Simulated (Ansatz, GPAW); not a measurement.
# Ballistic transport through 1,3-diethynylbenzene between two Ir chains, from relaxation to T(E), part 4 of 4

How well does 1,3-diethynylbenzene between two Ir chains conduct once its atoms have relaxed, and how much do cheaper levels lose?

GPAW 26.7.0 and Ansatz 0.2.0; Ansatz plane waves; relaxation of the junction with the lead ends held (the session's first sound run).

So far, transmission at the Fermi level (one spin): step 4 (GPAW, dzp, PBE, GPAW) 0.156; step 5 (basis szp(dzp), PBE, GPAW) 0.0572; step 6 (basis sz(dzp), PBE, GPAW) 0.0269; step 7 (RPBE) 0.149.

### 8. The structure as built: geometry = "as built"

Level of this step: GPAW LCAO, PAW setups; Landauer transmission from Green's functions with principal layers (ASE), zero bias (GPAW).

The dzp basis with PBE on the structure as first built shows what the relaxation was worth.

run.py reads:

```python
import json
import numpy as np
from ase import Atoms
from ase.transport.calculators import TransportCalculator
from gpaw import GPAW, FermiDirac
from gpaw.lcao.tools import get_lcao_hamiltonian
from scipy.linalg import eigh

# The junction with lead layers at both ends, along the third cell vector
device = Atoms(
    ['Ir', 'Ir', 'Ir', 'Ir', 'Ir', 'Ir', 'Ir', 'Ir', 'C', 'C', 'H', 'C', 'C', 'H', 'C', 'C', 'H', 'C', 'C', 'H', 'C', 'C', 'Ir', 'Ir', 'Ir', 'Ir', 'Ir', 'Ir', 'Ir', 'Ir'],
    positions=[
        [8.60990, 4.50000, 1.15000],
        [8.60990, 4.50000, 3.45000],
        [8.60990, 4.50000, 5.75000],
        [8.60990, 4.50000, 8.05000],
        [8.60990, 4.50000, 10.35000],
        [8.60990, 4.50000, 12.65000],
        [8.60990, 4.50000, 14.95000],
        [8.60990, 4.50000, 17.25000],
        [9.47283, 4.50000, 19.17547],
        [10.07276, 4.50000, 20.21570],
        [12.73478, 4.50000, 20.51871],
        [10.78710, 4.50000, 21.45549],
        [12.18436, 4.50000, 21.45667],
        [13.96979, 4.50000, 22.66532],
        [12.88284, 4.50000, 22.66532],
        [10.08784, 4.50000, 22.66532],
        [9.00029, 4.50000, 22.66532],
        [12.18436, 4.50000, 23.87398],
        [10.78710, 4.50000, 23.87516],
        [12.73478, 4.50000, 24.81194],
        [10.07276, 4.50000, 25.11495],
        [9.47284, 4.50000, 26.15518],
        [8.60990, 4.50000, 28.08065],
        [8.60990, 4.50000, 30.38065],
        [8.60990, 4.50000, 32.68065],
        [8.60990, 4.50000, 34.98065],
        [8.60990, 4.50000, 37.28065],
        [8.60990, 4.50000, 39.58065],
        [8.60990, 4.50000, 41.88065],
        [8.60990, 4.50000, 44.18065]],
    cell=[[17.21979, 0.0, 0.0], [0.0, 9.0, 0.0], [0.0, 0.0, 45.33065]],
    pbc=True)

# One principal layer of the lead: the first 5 atoms of the device
lead = Atoms(
    ['Ir', 'Ir', 'Ir', 'Ir', 'Ir'],
    positions=[
        [8.60990, 4.50000, 1.15000],
        [8.60990, 4.50000, 3.45000],
        [8.60990, 4.50000, 5.75000],
        [8.60990, 4.50000, 8.05000],
        [8.60990, 4.50000, 10.35000]],
    cell=[[17.21979, 0.0, 0.0], [0.0, 9.0, 0.0], [0.0, 0.0, 11.5]],
    pbc=True)

settings = dict(mode='lcao', basis='dzp', xc='PBE', h=0.2,
                occupations=FermiDirac(0.1), maxiter=250,
                mixer=dict(beta=0.1, nmaxold=8, weight=100.0),
                convergence=dict(density=0.0001))
energies = np.arange(-2, 2 + 1e-9, 0.025)
eta = 0.0001
n1, n2 = 1, 1
# k and -k transmit alike, so half of the mesh across the current serves
mesh = [(i, j) for i in range(n1) for j in range(n2) if (i, j) <= (-i % n1, -j % n2)]
weights = np.array([1 if (i, j) == (-i % n1, -j % n2) else 2 for i, j in mesh]) / (n1 * n2)


def ground_state(atoms, size, txt):
    atoms.calc = GPAW(kpts={'size': size, 'gamma': True}, symmetry={'tolerance': 1e-3}, txt=txt, **settings)
    atoms.get_potential_energy()
    return atoms.calc.get_fermi_level()


def blocks(atoms, fermi, points, nz, cells):
    """H - E_F S and S between cell 0 and the cells above it, at each point across the current."""
    kz = np.arange(nz) / nz
    calc = atoms.calc.fixed_density(kpts=[(*k, z) for k in points for z in kz], symmetry='off', txt=None)
    H, S = get_lcao_hamiltonian(calc)
    H = (H - fermi * S).reshape(len(H), len(points), nz, *S.shape[1:])
    S = S.reshape(H.shape[1:])
    phases = [np.exp(-2j * np.pi * kz * R) / nz for R in cells]
    return [(np.einsum('skzij,z->ksij', H, p), np.einsum('kzij,z->kij', S, p)) for p in phases]


def pair(a, b):
    return np.block([[a, b], [b.T.conj(), a]])


def count_channels(h, s, cells, nk=240):
    """Half the number of times that the lead's bands cross each energy, unfolded to its shortest repeat."""
    b = len(h) // cells
    bands = []
    for k in (np.arange(nk + 1) + 0.5) / nk:
        hk, sk = h[:b, :b].copy(), s[:b, :b].copy()
        for R in range(1, cells):
            phase, block = np.exp(2j * np.pi * k * R), slice(R * b, (R + 1) * b)
            hk += h[:b, block] * phase + (h[:b, block] * phase).T.conj()
            sk += s[:b, block] * phase + (s[:b, block] * phase).T.conj()
        w, u = eigh(sk)
        x = u[:, w > 1e-5] / w[w > 1e-5]**0.5  # drop near-dependent combinations
        bands.append(np.r_[eigh(x.T.conj() @ hk @ x, eigvals_only=True), [1e9] * (w <= 1e-5).sum()])
    below = np.array(bands)[:, :, None] < energies
    return (below[1:] != below[:-1]).sum((0, 1)) / 2


fermi_lead = ground_state(lead, (1, 1, 10), 'lead.txt')
fermi_device = ground_state(device, (1, 1, 2), 'device.txt')
T, channels, eigen, tail, misfit, shifts = [], [], [], 0.0, 0.0, []
for first in range(0, len(mesh), 123):
    points = [(i / n1, j / n2) for i, j in mesh[first:first + 123]]
    (H0k, S0k), (H1k, S1k), (H2k, _) = blocks(lead, fermi_lead, points, 5, range(3))
    [(Hk, Sk)] = blocks(device, fermi_device, points, 2, [0])
    tail = max(tail, abs(H2k).max())
    for H0, S0, H1, S1, H, S in zip(H0k, S0k, H1k, S1k, Hk, Sk):
        n = len(S0)
        # Shift the lead onto the potential of the device's first layer
        shift = ((H[:, 0, 0] - H0[:, 0, 0]) / S0[0, 0]).real.mean()
        shifts.append(shift)
        misfit = max(misfit, abs(H[:, :n, :n] - H0 - shift * S0).max())
        Tk, Ck, Ek = [], [], []
        for s in range(len(H)):
            t = s % len(H0)  # a lead without moments serves both spins
            h1, s1 = pair(H0[t] + shift * S0, H1[t] + shift * S1), pair(S0, S1)
            leads = dict(h1=h1, s1=s1, energies=energies, eta=eta, eta1=eta, eta2=eta)
            calc = TransportCalculator(h=H[s], s=S, eigenchannels=3, **leads)
            Tk.append(calc.get_transmission())
            Ek.append(np.sort(calc.eigenchannels_ne, axis=0)[::-1])
            Ck.append(count_channels(h1, s1, 10))
        T.append(Tk)
        channels.append(Ck)
        eigen.append(Ek)
T, channels = np.array(T), np.array(channels)
mean, open_channels = np.einsum('kse,k->se', T, weights), np.einsum('kse,k->se', channels, weights)

print(f'basis functions: device {len(S)}, principal layer {n}')
print(f'Fermi level: lead {fermi_lead:.4f} eV, device {fermi_device:.4f} eV; lead shifted by {np.mean(shifts):.4f} eV')
print(f'largest coupling past the next layer {tail:.2e} eV, largest misfit of the first layer {misfit:.3f} eV')
print('  E-E_F (eV)   ' + 'T (one spin)  channels')
for e, t, c in zip(energies, mean.T, open_channels.T):
    print(f'{e:10.3f}  ', *[f'{x:11.4e}' for x in t], *[f'{x:9.4f}' for x in c])

kT = 8.617333e-5 * 300
fine = np.linspace(energies[0], energies[-1], 4001)
both = np.exp(np.interp(fine, energies, np.log(np.maximum(mean.sum(0) * 2 / len(mean), 1e-30))))
fermi = lambda mu: 1 / (1 + np.exp(np.clip((fine - mu) / kT, -200, 200)))
slope = fermi(0) * (1 - fermi(0)) / kT
G = np.trapezoid(both * slope, fine) / 2
seebeck = -np.trapezoid(both * slope * fine, fine) / (2 * G * 300) * 1e6
print(f'conductance at 300 K: {G:.5g} G0 a cell; thermopower {seebeck:.4g} uV/K')
bias = [0.1, 0.2, 0.5, 1.0, 1.5, 2.0]
current = [38.74 * np.trapezoid(both * (fermi(V / 2) - fermi(-V / 2)), fine) for V in bias]
for V, I in zip(bias, current):
    print(f'current from the zero-bias T(E) at {V} V: {I:.5g} uA')
zero = abs(energies).argmin()
json.dump(dict(energies=energies.tolist(), T=mean.tolist(), channels=open_channels.tolist(), G=G, seebeck=seebeck,
               bias=bias, current=current, tail=tail, misfit=misfit, shift=np.mean(shifts), n_device=len(S), n_lead=n,
               fermi=[fermi_lead, fermi_device], energy=device.get_potential_energy(),
               moments=device.get_magnetic_moments().tolist(), mesh=mesh, weights=weights.tolist(),
               T_k=T[:, :, zero].tolist(), eigen=np.array(eigen[0]).tolist()), open('result.json', 'w'))
```

Launch:

```
OMP_NUM_THREADS=1 OPENBLAS_NUM_THREADS=1 python run.py
```

The log of the run:

```text
basis functions: device 582, principal layer 135
Fermi level: lead -4.6041 eV, device -4.5982 eV; lead shifted by -0.0004 eV
largest coupling past the next layer 1.48e-06 eV, largest misfit of the first layer 0.175 eV
  E-E_F (eV)   T (one spin)  [channel counts left out]
    -2.000    3.1709e-01
    -1.975    3.3894e-01
    -1.950    3.5268e-01
[...]
1.975    3.4662e-07
     2.000    2.5584e-07
conductance at 300 K: 0.039859 G0 a cell; thermopower 48.55 uV/K
current from the zero-bias T(E) at 0.1 V: 0.30821 uA
current from the zero-bias T(E) at 0.2 V: 0.61543 uA
current from the zero-bias T(E) at 0.5 V: 1.5321 uA
current from the zero-bias T(E) at 1.0 V: 3.2416 uA
current from the zero-bias T(E) at 1.5 V: 6.5169 uA
current from the zero-bias T(E) at 2.0 V: 14.036 uA
```

Elapsed: 9.6 min, on 1 thread of Arm Neoverse N1, shared host; peak memory 2.6 GiB.

This step gave:

| Item | Value |
| --- | --- |
| conductance | 0.03986 G₀ |
| largest coupling past the next principal layer | 1.48e-6 eV |
| largest misfit of the first principal layer | 0.1747 eV |
| shift that aligns the lead | -3.63e-4 eV |
| transmission at the Fermi level (one spin) | 0.04046 |

The conductance, 0.0399 G₀, lies 77 % below that of the dzp run.

### 9. The ladder

Times are for 1 thread of Arm Neoverse N1, shared host. Results by setting:

| no. | run | conductance (G₀) | time | memory (GiB) |
| --- | --- | --- | --- | --- |
| 1 | dzp | 0.1706 | 10 min | 2.6 |
| 2 | szp | 0.06662 | 6 min | 2.5 |
| 3 | sz | 0.03217 | 4.4 min | 2.4 |
| 4 | dzp RPBE | 0.1632 | 10 min | 2.6 |
| 5 | asbuilt | 0.03986 | 9.6 min | 2.6 |

### 10. Comparison

The curves are compared point by point over the common energies.

This step: comparison of transmission and cost over codes, levels and geometry (GPAW 26.7.0).

Ladder, by row:

| step | code | T at the Fermi level (sum over the listed spins) | conductance (G0) | r.m.s. T(E) from the first | wall time (s) | peak memory (GiB) | threads |
| --- | --- | --- | --- | --- | --- | --- | --- |
| dzp | GPAW | 0.1564 | 0.1706 | 0 | 598.3 | 2.56 | 1 |
| szp | GPAW | 0.05721 | 0.06662 | 0.1467 | 359.2 | 2.48 | 1 |
| sz | GPAW | 0.02688 | 0.03217 | 0.2252 | 263.6 | 2.41 | 1 |
| dzp-RPBE | GPAW | 0.1493 | 0.1632 | 0.003599 | 602.2 | 2.56 | 1 |
| asbuilt | GPAW | 0.04046 | 0.03986 | 0.2349 | 579 | 2.56 | 1 |

Transmission, zone mean, sum over the listed spins against energy, zero at the Fermi level:

| energy (eV) | dzp | szp | sz | dzp-RPBE | asbuilt |
| --- | --- | --- | --- | --- | --- |
| -2.000 | 0.0403 | 0.122 | 0.440 | 0.0395 | 0.317 |
| -1.825 | 0.0448 | 0.453 | 0.679 | 0.0489 | 0.291 |
| -1.800 | 0.0615 | 0.506 | 0.678 | 0.0663 | 0.265 |
| -1.625 | 0.410 | 0.687 | 0.480 | 0.418 | 0.107 |
| -1.600 | 0.482 | 0.680 | 0.435 | 0.490 | 0.0931 |
| -1.450 | 0.724 | 0.493 | 0.199 | 0.730 | 0.0820 |
| -1.400 | 0.709 | 0.398 | 0.148 | 0.715 | 0.132 |
| -1.200 | 0.316 | 0.108 | 0.0370 | 0.316 | 0.499 |
| -1.000 | 0.0449 | 0.0206 | 0.00938 | 0.0443 | 0.555 |
| -0.800 | 0.0143 | 0.00831 | 0.00455 | 0.0142 | 0.292 |
| -0.600 | 0.0137 | 0.00910 | 0.00553 | 0.0140 | 0.147 |
| -0.400 | 0.0501 | 0.0381 | 0.0230 | 0.0527 | 0.0857 |
| -0.200 | 0.433 | 0.328 | 0.201 | 0.435 | 0.0729 |
| -0.175 | 0.453 | 0.315 | 0.188 | 0.451 | 0.0756 |
| 0.000 | 0.156 | 0.0572 | 0.0269 | 0.149 | 0.0405 |
| 0.200 | 0.134 | 0.0441 | 0.0179 | 0.131 | 0.00618 |
| 0.225 | 0.141 | 0.0417 | 0.0163 | 0.138 | 0.00560 |
| 0.400 | 0.0214 | 0.00374 | 0.00124 | 0.0224 | 0.00293 |
| 0.600 | 0.00135 | 2.4e-4 | 7.7e-5 | 0.00141 | 0.00151 |
| 0.800 | 2.1e-4 | 2.8e-5 | 1.3e-5 | 2.1e-4 | 7.3e-4 |
| 1.000 | 4.2e-5 | 3.9e-6 | 1.5e-5 | 4.2e-5 | 3.6e-4 |
| 1.200 | 6.0e-6 | 1.5e-5 | 3.6e-5 | 6.0e-6 | 3.8e-4 |
| 1.400 | 7.4e-7 | 5.0e-5 | 7.8e-5 | 6.9e-7 | 4.9e-4 |
| 1.600 | 1.2e-5 | 1.4e-4 | 1.6e-4 | 1.1e-5 | 6.3e-4 |
| 1.800 | 3.3e-5 | 3.1e-4 | 3.0e-4 | 3.1e-5 | 5.9e-4 |
| 2.000 | 2.9e-7 | 1.6e-8 | 3.6e-8 | 3.3e-7 | 2.6e-7 |

### 11. Outcome

```yaml
conductance: 0.171 G₀
transmission_at_the_fermi_level_mean_of_the_spins: 0.156
open_channels_of_the_lead_there: 6
```

**Reading.** In the dzp basis the junction conducts 0.171 G₀ at 300 K, with T = 0.156 a spin at the Fermi level; no smaller basis tried comes within 10 % of that conductance. Relaxation moved atoms by up to 1.00 Å and took the conductance from 0.0399 to 0.171 G₀, as a ratio about as much as the step from dzp to the minimal basis. The scatterer reflects about 97 % of the incoming channels at the Fermi level. At the Fermi level one eigenchannel carries the current (0.16). Measured against the first run (dzp), the nearest curve is that of dzp-RPBE (r.m.s. 0.0036) and the farthest that of asbuilt (0.23). Over the compared runs wall time goes from 264 s (sz) to 602 s (dzp-RPBE), on a shared host. The leads kept an estimated spacing and the cell its length, so the junction may be under some tension or compression. The run had no spin polarisation, so a magnetic state, which chains and small molecules with open shells often have, wasn't tested. Spin-orbit coupling is left out, which matters for the heavy atoms here. Semilocal functionals put molecular levels too near the Fermi level, so such conductances usually come out too high, and chain electrodes have a sharper density of states than real ones. An evenly spaced straight chain is an idealisation: free chains tend to dimerise, zigzag or, where a band edge lies near the Fermi level, turn magnetic. The currents use the zero-bias T(E) throughout, which holds only while the bias is small against the distance to the nearest feature. Within about eight thermal energies of the Fermi level ln T(E) bends sharply from one computed energy to the next, or the lead's channel count changes, so the thermal averages, above all the thermopower, rest on an interpolation that may be rough.

[Logs are printed without paths, hosts, clocks, repeated set-up lines and the standing remarks that a program may print on its own settings, such as how far it seeks lower states.]

[Hosts, paths, dates, database ids (printed as entryN), source tags and the programs' standing remarks are cut or masked in the printed files.]
